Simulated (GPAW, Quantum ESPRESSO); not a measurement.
# Near-edge structure at the V K edge of MnV (Pm-3m), part 2 of 2

Do two independent programs agree on the V K edge of MnV (Pm-3m)? The same cell and functional are run with XSpectra and with GPAW.

Quantum ESPRESSO 7.5 and GPAW 26.7.0; core-hole supercells, plane-wave PAW LDA.

So far. Step 8 (Spectrum with XCH, V atom 2 (Quantum ESPRESSO)): The total-energy difference is 5471.79 eV. One term is added: -23.69 eV, since the hole is spin-paired here and a spin-polarised one costs that much less in the free atom (computed apart). The photon energy is then 5448.10 eV. The tabulated edge of the element is 5465 eV. The functional leaves an error in such absolute values: in the free atom LDA prices this hole 14.0 eV below PBE (computed apart), and PBE is itself good to a few eV.

**12. Spectrum without a core hole, V atom 2 (GPAW)**

This cheap baseline ignores the attraction of the hole: it shows the absorber's empty states as they are in the ground state. The data set with a hole of occupation 0 only carries the core orbital.

Contents of xas.py:

```python
import numpy as np
from ase import Atoms
from ase.parallel import parprint, paropen
from gpaw import GPAW, PW, FermiDirac, Mixer, MixerDif, setup_paths
from gpaw.test import gen
setup_paths.insert(0, '.')
gen('V', name='nch1s', xcname='LDA', corehole=(1, 0, 0), write_xml=True)
from gpaw.mpi import world
world.barrier()

atoms = Atoms('MnV',
    cell=[[2.9, 0, 0],
     [0, 2.9, 0],
     [0, 0, 2.9]],
    scaled_positions=[[0, 0, 0],
     [0.5, 0.5, 0.5]],
    magmoms=[4.0, 2.0],
    pbc=True)
atoms.calc = calc = GPAW(legacy_gpaw=True, mode=PW(500, force_complex_dtype=True), xc='LDA', setups={1: 'nch1s'},
    kpts={'size': (12, 12, 12), 'gamma': True}, occupations=FermiDirac(0.1),
    charge=0, mixer=MixerDif(0.05, 8, 50), maxiter=150,
    convergence={'density': 0.0001, 'eigenstates': 1e-6}, txt='scf.txt')
energy = atoms.get_potential_energy() + calc.get_reference_energy()
ef = calc.get_fermi_level()
out = dict(energy=energy, fermi=ef, forces=atoms.get_forces().tolist(), magmoms=atoms.get_magnetic_moments().tolist())
parprint(f'all-electron energy {energy:.4f} eV, Fermi level {ef:.4f} eV')
ev = np.array([[calc.get_eigenvalues(k, s) for k in range(len(calc.get_ibz_k_points()))] for s in range(calc.get_number_of_spins())])
out['homo'], out['lumo'], out['counts'] = ev[ev < ef].max(), ev[ev > ef].min(), sorted(set((ev < ef).sum((0, 2)).tolist()))
out['filled'] = (ev[:, 0] < ef).sum(1).tolist()

from ase.units import Ha
from gpaw.xas import dipole_matrix_elements
nb = int(calc.get_number_of_electrons() / 2) + 28
top = nb
nscf = calc.fixed_density(kpts={'size': (7, 7, 7), 'gamma': True},
    convergence={'eigenstates': 1.0}, txt='nscf.txt')
nscf.diagonalize_full_hamiltonian(nbands=nb)
cell = atoms.cell.array
ops = [cell.T @ U.T @ np.linalg.inv(cell.T) for U in nscf.wfs.kd.symmetry.op_scc]
E = np.arange(-25, 34, 0.1)
fwhm = np.interp(E, [4, 25], [1.01, 3.5])
Y, X, zero, highest = 0, 0, 1e9, 1e9
for spin in range(nscf.get_number_of_spins()):
    wfs = nscf.wfs
    mine = wfs.bd.get_slice()  # this rank's bands
    A = dipole_matrix_elements(wfs.setups[1])
    eps = np.zeros((wfs.kd.nibzkpts, nb))
    d = np.zeros((3, A.shape[1], wfs.kd.nibzkpts, nb), complex)
    for kpt in wfs.kpt_u:
        if kpt.s == spin and 1 in kpt.P_ani:
            eps[kpt.k, mine] = kpt.eps_n * Ha
            d[:, :, kpt.k, mine] = (kpt.weight * wfs.nspins / 2) ** 0.5 * np.inner(A, kpt.P_ani[1])
    world.sum(eps)
    world.sum(d)
    T = np.einsum('amkn,bmkn->abkn', d, d.conj()).real
    T = sum(np.einsum('ai,ijkn,bj->abkn', R, T, R) for R in ops) / len(ops)
    empty = eps > ef
    zero, highest = min(zero, eps[empty].min()), min(highest, eps[:, top - 1].min())
    lines = [(eps, T, empty)] if spin == 0 else lines + [(eps, T, empty)]
for eps, T, empty in lines:
    f = np.einsum('aakn->akn', T).reshape(3, -1)
    x = eps.ravel() - zero
    w = np.interp(x, E, fwhm) / 2.35482
    g = np.exp(-0.5 * ((E[:, None] - x) / w) ** 2) / (w * (2 * np.pi) ** 0.5)
    Y = Y + (f * empty.ravel()) @ g.T
    X = X + (f * ~empty.ravel()) @ g.T
out.update(E=E.round(2).tolist(), xas=Y.tolist(), xes=X.tolist(), zero=zero, valid=highest - zero, nk=len(eps), nb=nb)
for i in range(0, len(E), 10):
    parprint(f'{E[i]:7.2f}', *(f'{v:10.3e}' for v in Y[:, i]))
import json
with paropen('out.json', 'w') as f:
    json.dump(out, f)
```

Run with:

```bash
> OMP_NUM_THREADS=1 mpirun -n 4 gpaw python xas.py
```

Elapsed: 19 s, on 4 MPI ranks of Arm Neoverse V2, shared host; peak memory 0.27 GiB.

The V K spectrum, V atom 2, no core hole (energy from the lowest empty level; intensity scaled to a mean of 1 over the first 20 eV):

| E (eV) | intensity |
| --- | --- |
| -2.00 | 0.00 |
| -1.25 | 0.00 |
| -0.50 | 0.04 |
| 0.25 | 0.27 |
| 1.00 | 0.59 |
| 1.75 | 0.58 |
| 2.50 | 0.35 |
| 3.25 | 0.52 |
| 4.00 | 0.79 |
| 4.75 | 0.78 |
| 5.50 | 0.77 |
| 6.25 | 1.05 |
| 7.00 | 0.70 |
| 7.75 | 0.35 |
| 8.50 | 0.59 |
| 9.25 | 0.81 |
| 10.00 | 0.99 |
| 10.75 | 1.24 |
| 11.50 | 1.29 |
| 12.25 | 1.24 |
| 13.00 | 1.32 |
| 13.75 | 1.35 |
| 14.50 | 1.31 |
| 15.25 | 1.36 |
| 16.00 | 1.43 |
| 16.75 | 1.43 |
| 17.50 | 1.37 |
| 18.25 | 1.34 |
| 19.00 | 1.47 |
| 19.75 | 1.69 |
| 20.50 | 1.76 |
| 21.25 | 1.60 |
| 22.00 | 1.33 |
| 22.75 | 1.11 |
| 23.50 | 0.98 |
| 24.25 | 0.93 |
| 25.00 | 0.93 |
| 25.75 | 0.99 |
| 26.50 | 1.10 |
| 27.25 | 1.20 |
| 28.00 | 1.27 |
| 28.75 | 1.27 |
| 29.50 | 1.24 |
| 30.25 | 1.18 |
| 31.00 | 1.11 |
| 31.75 | 1.04 |

Main maxima below 30 eV (height): 1.4 eV (0.66), 4.4 eV (0.84), 6.2 eV (1.05), 11.2 eV (1.30), 13.5 eV (1.35), 16.4 eV (1.44), 20.4 eV (1.77) and 28.5 eV (1.28). A K edge sees empty p states, which here mix into the lowest empty bands, so that weight starts at the zero.

The same matrix elements for filled bands give the V K emission of V atom 2 (ground-state approximation; energy from the lowest empty level, largest value 1):

| E (eV) | emission |
| --- | --- |
| -24.00 | 0.00 |
| -23.25 | 0.00 |
| -22.50 | 0.00 |
| -21.75 | 0.00 |
| -21.00 | 0.00 |
| -20.25 | 0.00 |
| -19.50 | 0.00 |
| -18.75 | 0.00 |
| -18.00 | 0.00 |
| -17.25 | 0.00 |
| -16.50 | 0.00 |
| -15.75 | 0.00 |
| -15.00 | 0.00 |
| -14.25 | 0.00 |
| -13.50 | 0.00 |
| -12.75 | 0.00 |
| -12.00 | 0.00 |
| -11.25 | 0.00 |
| -10.50 | 0.00 |
| -9.75 | 0.00 |
| -9.00 | 0.00 |
| -8.25 | 0.00 |
| -7.50 | 0.01 |
| -6.75 | 0.03 |
| -6.00 | 0.08 |
| -5.25 | 0.15 |
| -4.50 | 0.32 |
| -3.75 | 0.47 |
| -3.00 | 0.52 |
| -2.25 | 0.66 |
| -1.50 | 0.99 |
| -0.75 | 0.66 |
| 0.00 | 0.24 |
| 0.75 | 0.01 |
| 1.50 | 0.00 |
| 2.25 | 0.00 |
| 3.00 | 0.00 |

Emission maxima: -1.4 eV (1.00).

**13. Reference energy of the supercell (GPAW)**

Total energies of two programs can't be mixed, so the cell and mesh of GPAW's hole run get a reference energy of their own.

Contents of scf.py:

```python
import numpy as np
from ase import Atoms
from ase.parallel import parprint, paropen
from gpaw import GPAW, PW, FermiDirac, Mixer, MixerDif, setup_paths
from gpaw.test import gen
setup_paths.insert(0, '.')
gen('V', name='nch1s', xcname='LDA', corehole=(1, 0, 0), write_xml=True)
from gpaw.mpi import world
world.barrier()

atoms = Atoms('Mn8V8',
    cell=[[5.8, 0, 0],
     [0, 5.8, 0],
     [0, 0, 5.8]],
    scaled_positions=[[0, 0, 0],
     [0, 0, 0.5],
     [0, 0.5, 0],
     [0.5, 0, 0],
     [0, 0.5, 0.5],
     [0.5, 0, 0.5],
     [0.5, 0.5, 0],
     [0.5, 0.5, 0.5],
     [0.25, 0.25, 0.25],
     [0.25, 0.25, 0.75],
     [0.25, 0.75, 0.25],
     [0.75, 0.25, 0.25],
     [0.25, 0.75, 0.75],
     [0.75, 0.25, 0.75],
     [0.75, 0.75, 0.25],
     [0.75, 0.75, 0.75]],
    magmoms=[4.0, 4.0, 4.0, 4.0, 4.0, 4.0, 4.0, 4.0, 2.0, 2.0, 2.0, 2.0, 2.0, 2.0, 2.0, 2.0],
    pbc=True)
atoms.calc = calc = GPAW(legacy_gpaw=True, mode=PW(500, force_complex_dtype=True), xc='LDA', setups={8: 'nch1s'},
    kpts={'size': (3, 3, 3), 'gamma': True}, occupations=FermiDirac(0.1),
    charge=0, mixer=MixerDif(0.05, 8, 50), maxiter=150,
    convergence={'density': 0.0001, 'eigenstates': 1e-6}, txt='scf.txt')
energy = atoms.get_potential_energy() + calc.get_reference_energy()
ef = calc.get_fermi_level()
out = dict(energy=energy, fermi=ef, forces=atoms.get_forces().tolist(), magmoms=atoms.get_magnetic_moments().tolist())
parprint(f'all-electron energy {energy:.4f} eV, Fermi level {ef:.4f} eV')
ev = np.array([[calc.get_eigenvalues(k, s) for k in range(len(calc.get_ibz_k_points()))] for s in range(calc.get_number_of_spins())])
out['homo'], out['lumo'], out['counts'] = ev[ev < ef].max(), ev[ev > ef].min(), sorted(set((ev < ef).sum((0, 2)).tolist()))
out['filled'] = (ev[:, 0] < ef).sum(1).tolist()
import json
with paropen('out.json', 'w') as f:
    json.dump(out, f)
```

Run with:

```bash
> OMP_NUM_THREADS=1 mpirun -n 4 gpaw python scf.py
```

Elapsed: 2.3 min, on 4 MPI ranks; peak memory 0.43 GiB.

Reference energy: -457952.128 eV with the cores included.

**14. Spectrum with XCH, V atom 2 (GPAW)**

The holes are 5.8 Å apart. The excited electron is kept in the cell, where it fills the lowest empty states and screens the hole. After the field has converged, empty bands are computed with the density fixed and the dipole matrix elements are summed.

Changes to xas.py since step 12:

```diff
@@ -6,3 +6,3 @@
 setup_paths.insert(0, '.')
-gen('V', name='nch1s', xcname='LDA', corehole=(1, 0, 0), write_xml=True)
+gen('V', name='fch1s', xcname='LDA', corehole=(1, 0, 1), write_xml=True)
 from gpaw.mpi import world
@@ -10,13 +10,27 @@
 
-atoms = Atoms('MnV',
-    cell=[[2.9, 0, 0],
-     [0, 2.9, 0],
-     [0, 0, 2.9]],
+atoms = Atoms('Mn8V8',
+    cell=[[5.8, 0, 0],
+     [0, 5.8, 0],
+     [0, 0, 5.8]],
     scaled_positions=[[0, 0, 0],
-     [0.5, 0.5, 0.5]],
-    magmoms=[4.0, 2.0],
+     [0, 0, 0.5],
+     [0, 0.5, 0],
+     [0.5, 0, 0],
+     [0, 0.5, 0.5],
+     [0.5, 0, 0.5],
+     [0.5, 0.5, 0],
+     [0.5, 0.5, 0.5],
+     [0.25, 0.25, 0.25],
+     [0.25, 0.25, 0.75],
+     [0.25, 0.75, 0.25],
+     [0.75, 0.25, 0.25],
+     [0.25, 0.75, 0.75],
+     [0.75, 0.25, 0.75],
+     [0.75, 0.75, 0.25],
+     [0.75, 0.75, 0.75]],
+    magmoms=[4.0, 4.0, 4.0, 4.0, 4.0, 4.0, 4.0, 4.0, 2.0, 2.0, 2.0, 2.0, 2.0, 2.0, 2.0, 2.0],
     pbc=True)
-atoms.calc = calc = GPAW(legacy_gpaw=True, mode=PW(500, force_complex_dtype=True), xc='LDA', setups={1: 'nch1s'},
-    kpts={'size': (12, 12, 12), 'gamma': True}, occupations=FermiDirac(0.1),
-    charge=0, mixer=MixerDif(0.05, 8, 50), maxiter=150,
+atoms.calc = calc = GPAW(legacy_gpaw=True, mode=PW(500, force_complex_dtype=True), xc='LDA', setups={8: 'fch1s'},
+    kpts={'size': (3, 3, 3), 'gamma': True}, occupations=FermiDirac(0.1),
+    charge=-1, mixer=MixerDif(0.05, 8, 50), maxiter=150,
     convergence={'density': 0.0001, 'eigenstates': 1e-6}, txt='scf.txt')
@@ -32,10 +46,9 @@
 from gpaw.xas import dipole_matrix_elements
-nb = int(calc.get_number_of_electrons() / 2) + 28
-top = nb
-nscf = calc.fixed_density(kpts={'size': (7, 7, 7), 'gamma': True},
-    convergence={'eigenstates': 1.0}, txt='nscf.txt')
-nscf.diagonalize_full_hamiltonian(nbands=nb)
+nb = int(calc.get_number_of_electrons() / 2) + 199
+top, nb = nb, nb + 8 + nb // 12
+nscf = calc.fixed_density(kpts={'size': (4, 4, 4), 'gamma': True}, nbands=nb,
+    convergence={'bands': top, 'eigenstates': 5e-3}, maxiter=60, txt='nscf.txt')
 cell = atoms.cell.array
 ops = [cell.T @ U.T @ np.linalg.inv(cell.T) for U in nscf.wfs.kd.symmetry.op_scc]
-E = np.arange(-25, 34, 0.1)
+E = np.arange(-6, 34, 0.1)
 fwhm = np.interp(E, [4, 25], [1.01, 3.5])
@@ -45,3 +58,3 @@
     mine = wfs.bd.get_slice()  # this rank's bands
-    A = dipole_matrix_elements(wfs.setups[1])
+    A = dipole_matrix_elements(wfs.setups[8])
     eps = np.zeros((wfs.kd.nibzkpts, nb))
@@ -49,5 +62,5 @@
     for kpt in wfs.kpt_u:
-        if kpt.s == spin and 1 in kpt.P_ani:
+        if kpt.s == spin and 8 in kpt.P_ani:
             eps[kpt.k, mine] = kpt.eps_n * Ha
-            d[:, :, kpt.k, mine] = (kpt.weight * wfs.nspins / 2) ** 0.5 * np.inner(A, kpt.P_ani[1])
+            d[:, :, kpt.k, mine] = (kpt.weight * wfs.nspins / 2) ** 0.5 * np.inner(A, kpt.P_ani[8])
     world.sum(eps)
```

Run with:

```bash
> OMP_NUM_THREADS=1 mpirun -n 4 gpaw python xas.py
```

Run time: 7.9 min. Hardware: 4 MPI ranks; peak memory 1 GiB; 32 min of CPU time.

The V K spectrum, V atom 2, excited-electron core hole (neutral cell) (energy from the lowest empty level; intensity scaled to a mean of 1 over the first 20 eV):

| E (eV) | intensity |
| --- | --- |
| -2.0 | 0.00 |
| -1.5 | 0.00 |
| -1.0 | 0.00 |
| -0.5 | 0.04 |
| 0.0 | 0.16 |
| 0.5 | 0.33 |
| 1.0 | 0.52 |
| 1.5 | 0.58 |
| 2.0 | 0.50 |
| 2.5 | 0.36 |
| 3.0 | 0.38 |
| 3.5 | 0.58 |
| 4.0 | 0.80 |
| 4.5 | 0.88 |
| 5.0 | 0.88 |
| 5.5 | 0.75 |
| 6.0 | 0.73 |
| 6.5 | 0.87 |
| 7.0 | 0.77 |
| 7.5 | 0.51 |
| 8.0 | 0.42 |
| 8.5 | 0.53 |
| 9.0 | 0.72 |
| 9.5 | 0.93 |
| 10.0 | 1.15 |
| 10.5 | 1.27 |
| 11.0 | 1.28 |
| 11.5 | 1.25 |
| 12.0 | 1.28 |
| 12.5 | 1.33 |
| 13.0 | 1.35 |
| 13.5 | 1.33 |
| 14.0 | 1.33 |
| 14.5 | 1.35 |
| 15.0 | 1.38 |
| 15.5 | 1.39 |
| 16.0 | 1.38 |
| 16.5 | 1.37 |
| 17.0 | 1.36 |
| 17.5 | 1.36 |
| 18.0 | 1.38 |
| 18.5 | 1.42 |
| 19.0 | 1.50 |
| 19.5 | 1.58 |
| 20.0 | 1.64 |
| 20.5 | 1.64 |
| 21.0 | 1.55 |
| 21.5 | 1.39 |
| 22.0 | 1.21 |
| 22.5 | 1.06 |
| 23.0 | 0.96 |
| 23.5 | 0.90 |
| 24.0 | 0.88 |
| 24.5 | 0.89 |
| 25.0 | 0.92 |
| 25.5 | 0.96 |
| 26.0 | 1.02 |
| 26.5 | 1.07 |
| 27.0 | 1.13 |
| 27.5 | 1.17 |
| 28.0 | 1.19 |
| 28.5 | 1.20 |
| 29.0 | 1.20 |
| 29.5 | 1.18 |
| 30.0 | 1.15 |
| 30.5 | 1.11 |
| 31.0 | 1.06 |
| 31.5 | 1.01 |
| 32.0 | 0.96 |

Main maxima below 30 eV (height): 1.4 eV (0.58), 4.8 eV (0.89), 6.6 eV (0.87), 10.8 eV (1.29), 12.9 eV (1.35), 15.4 eV (1.39), 20.2 eV (1.65) and 28.6 eV (1.20). 

The total-energy difference is 5446.49 eV.

**15. The two programs side by side**

The line shapes differ (Lorentzian half width 0.51 eV up to 4 eV, rising linearly to 1.75 eV at 25 eV (not a setting of the program: the run's 0.4 eV curve was folded afterwards with a further Lorentzian), against Gaussian full width 1.01 eV up to 4 eV, rising linearly to 3.5 eV at 25 eV), so both get a further Gaussian of 1.5 eV full width before they are compared; the Lorentzian tails remain.

| E (eV) | XSpectra | GPAW |
| --- | --- | --- |
| -2.00 | 0.07 | 0.00 |
| -1.25 | 0.10 | 0.02 |
| -0.50 | 0.15 | 0.09 |
| 0.25 | 0.25 | 0.26 |
| 1.00 | 0.36 | 0.44 |
| 1.75 | 0.41 | 0.49 |
| 2.50 | 0.44 | 0.45 |
| 3.25 | 0.52 | 0.54 |
| 4.00 | 0.65 | 0.73 |
| 4.75 | 0.72 | 0.82 |
| 5.50 | 0.72 | 0.80 |
| 6.25 | 0.73 | 0.78 |
| 7.00 | 0.70 | 0.69 |
| 7.75 | 0.67 | 0.56 |
| 8.50 | 0.74 | 0.60 |
| 9.25 | 0.90 | 0.83 |
| 10.00 | 1.07 | 1.09 |
| 10.75 | 1.17 | 1.23 |
| 11.50 | 1.23 | 1.27 |
| 12.25 | 1.29 | 1.30 |
| 13.00 | 1.32 | 1.33 |
| 13.75 | 1.35 | 1.34 |
| 14.50 | 1.38 | 1.35 |
| 15.25 | 1.41 | 1.37 |
| 16.00 | 1.43 | 1.38 |
| 16.75 | 1.45 | 1.37 |
| 17.50 | 1.47 | 1.37 |
| 18.25 | 1.50 | 1.42 |
| 19.00 | 1.55 | 1.50 |
| 19.75 | 1.61 | 1.58 |
| 20.50 | 1.60 | 1.58 |
| 21.25 | 1.50 | 1.44 |
| 22.00 | 1.35 | 1.23 |
| 22.75 | 1.23 | 1.04 |
| 23.50 | 1.17 | 0.93 |
| 24.25 | 1.15 | 0.90 |
| 25.00 | 1.15 | 0.93 |
| 25.75 | 1.19 | 0.99 |
| 26.50 | 1.24 | 1.07 |
| 27.25 | 1.28 | 1.14 |
| 28.00 | 1.30 | 1.18 |
| 28.75 | 1.32 | 1.19 |
| 29.50 | 1.32 | 1.17 |
| 30.25 | 1.30 | 1.12 |
| 31.00 | 1.26 | 1.06 |
| 31.75 | 1.22 | 0.99 |

|  | XSpectra | GPAW |
| --- | --- | --- |
| k mesh of the spectrum | 4×4×4 | 4×4×4 |
| cutoff (eV) | 776 | 500 |
| highest intensity below 24 eV after the common broadening, eV (height) | 20.0 (1.62) | 20.1 (1.60) |
| zero, corrected photon energy (eV) | 5448.1 | 5446.5 |
| core time, hole field and spectrum | 41 min | 32 min |

**16. With and without the hole**

XSpectra's curves. Both curves are counted from their own zero, so only the shift of weight within the empty states shows.

| E (eV) | no hole | XCH |
| --- | --- | --- |
| -2.0 | 0.04 | 0.03 |
| -1.0 | 0.06 | 0.05 |
| 0.0 | 0.21 | 0.16 |
| 1.0 | 0.41 | 0.38 |
| 2.0 | 0.44 | 0.40 |
| 3.0 | 0.39 | 0.38 |
| 4.0 | 0.64 | 0.62 |
| 5.0 | 0.76 | 0.76 |
| 6.0 | 0.58 | 0.61 |
| 7.0 | 0.82 | 0.72 |
| 8.0 | 0.43 | 0.43 |
| 9.0 | 0.67 | 0.69 |
| 10.0 | 0.96 | 1.10 |
| 11.0 | 1.24 | 1.21 |
| 12.0 | 1.22 | 1.25 |
| 13.0 | 1.43 | 1.42 |
| 14.0 | 1.34 | 1.43 |
| 15.0 | 1.51 | 1.61 |
| 16.0 | 1.46 | 1.46 |
| 17.0 | 1.53 | 1.53 |
| 18.0 | 1.64 | 1.64 |
| 19.0 | 1.43 | 1.47 |
| 20.0 | 2.16 | 2.42 |
| 21.0 | 2.23 | 2.22 |
| 22.0 | 1.39 | 1.13 |
| 23.0 | 0.84 | 0.88 |
| 24.0 | 1.42 | 1.44 |
| 25.0 | 0.91 | 0.84 |
| 26.0 | 1.20 | 1.39 |
| 27.0 | 1.46 | 1.37 |
| 28.0 | 1.41 | 1.47 |
| 29.0 | 1.47 | 1.34 |
| 30.0 | 1.89 | 1.85 |
| 31.0 | 1.20 | 1.15 |
| 32.0 | 1.17 | 1.23 |

With each curve scaled to its own mean, the area from −2 to 6 eV with the hole is 3.0 against 3.2, and the centre of weight from −1 to 20 eV moves by +0.1 eV (first and strongest maxima below 20 eV: 1.3 eV (0.49), 5.2 eV (0.81), 6.7 eV (0.89), 15.2 eV (1.56), 16.3 eV (1.62) and 18.0 eV (1.66) without the hole, 1.7 eV (0.42), 5.1 eV (0.77), 6.6 eV (0.85), 15.0 eV (1.61), 16.3 eV (1.57) and 17.9 eV (1.66) with it), a small effect on these measures.

**17. Outcome**

| Property | Result |
| --- | --- |
| absorber and edge | V K, atom 2 of the ground-state input (counted from 1) |
| surroundings | 8 Mn at 2.51 Å and 6 V at 2.90 Å (cube and octahedron, as in bcc, site symmetry m-3m) |
| highest intensity below 24 eV (XSpectra, narrow line) | 20.2 eV above the zero, height 2.52 |
| photon energy of the zero, with the added terms | 5448.1 eV (raw 5471.8 eV; LDA puts this hole about 14 eV below PBE, itself good to a few eV) |

The two programs agree closely: 8 % r.m.s. remains over the first 14 eV after a relative shift of 0.0 eV, and their photon-energy zeros differ by 1.6 eV. In XSpectra the V K edge of atom 2, with 8 Mn at 2.51 Å and 6 V at 2.90 Å (cube and octahedron, as in bcc, site symmetry m-3m), has its highest intensity of the first 24 eV at 20.2 eV above the zero, near 5468 eV in photon energy (LDA puts this hole about 14 eV below PBE, itself good to a few eV), 2.5 times the mean level of the first 20 eV (Lorentzian half width 0.4 eV). In XSpectra: With each curve scaled to its own mean, the area from −2 to 6 eV with the hole is 3.0 against 3.2, and the centre of weight from −1 to 20 eV moves by +0.1 eV (first and strongest maxima below 20 eV: 1.3 eV (0.49), 5.2 eV (0.81), 6.7 eV (0.89), 15.2 eV (1.56), 16.3 eV (1.62) and 18.0 eV (1.66) without the hole, 1.7 eV (0.42), 5.1 eV (0.77), 6.6 eV (0.85), 15.0 eV (1.61), 16.3 eV (1.57) and 17.9 eV (1.66) with it), a small effect on these measures. In GPAW: With each curve scaled to its own mean, the area from −2 to 6 eV with the hole is 3.6 against 3.6, and the centre of weight from −1 to 20 eV moves by +0.0 eV (first and strongest maxima below 20 eV: 1.4 eV (0.66), 4.4 eV (0.84), 6.2 eV (1.05), 11.2 eV (1.30), 13.5 eV (1.35) and 16.4 eV (1.44) without the hole, 1.4 eV (0.58), 4.8 eV (0.89), 6.6 eV (0.87), 10.8 eV (1.29), 12.9 eV (1.35) and 15.4 eV (1.39) with it), a small effect on these measures. The quadrupole part peaks at 0.5 eV with 1.8 % of the dipole spectrum's mean level. 2 further runs of this session are left out of this account as redundant. Quadrupole 1s→3d transitions, which feed the pre-edge, are not in the dipole spectrum. The starting moments shrank to 0.00 μB or less, so this is hardly a magnetic state. The holes are only 5.8 Å apart, so the shape is probably not converged with cell size; no larger cell was run here. Lifetime broadening is put in by hand, and intensities beyond about 20 eV depend on it and on the partial waves. The structure is a published determination, not relaxed.

[Logs are printed without paths, hosts, clocks, repeated set-up lines and the standing remarks that a program may print on its own settings, such as how far it seeks lower states.]

[Hosts, paths, dates, database ids (printed as entryN), source tags and the programs' standing remarks are cut or masked in the printed files.]

[Lists of maxima count a maximum above −3 eV only where it reaches 4 % of the highest in the window and stands out from its surroundings by 2 % of it (1.5 % where it reaches 55 %); shoulders and weaker maxima are passed over, and of the rest the first, up to two pre-edge ones and the few strongest are named.]
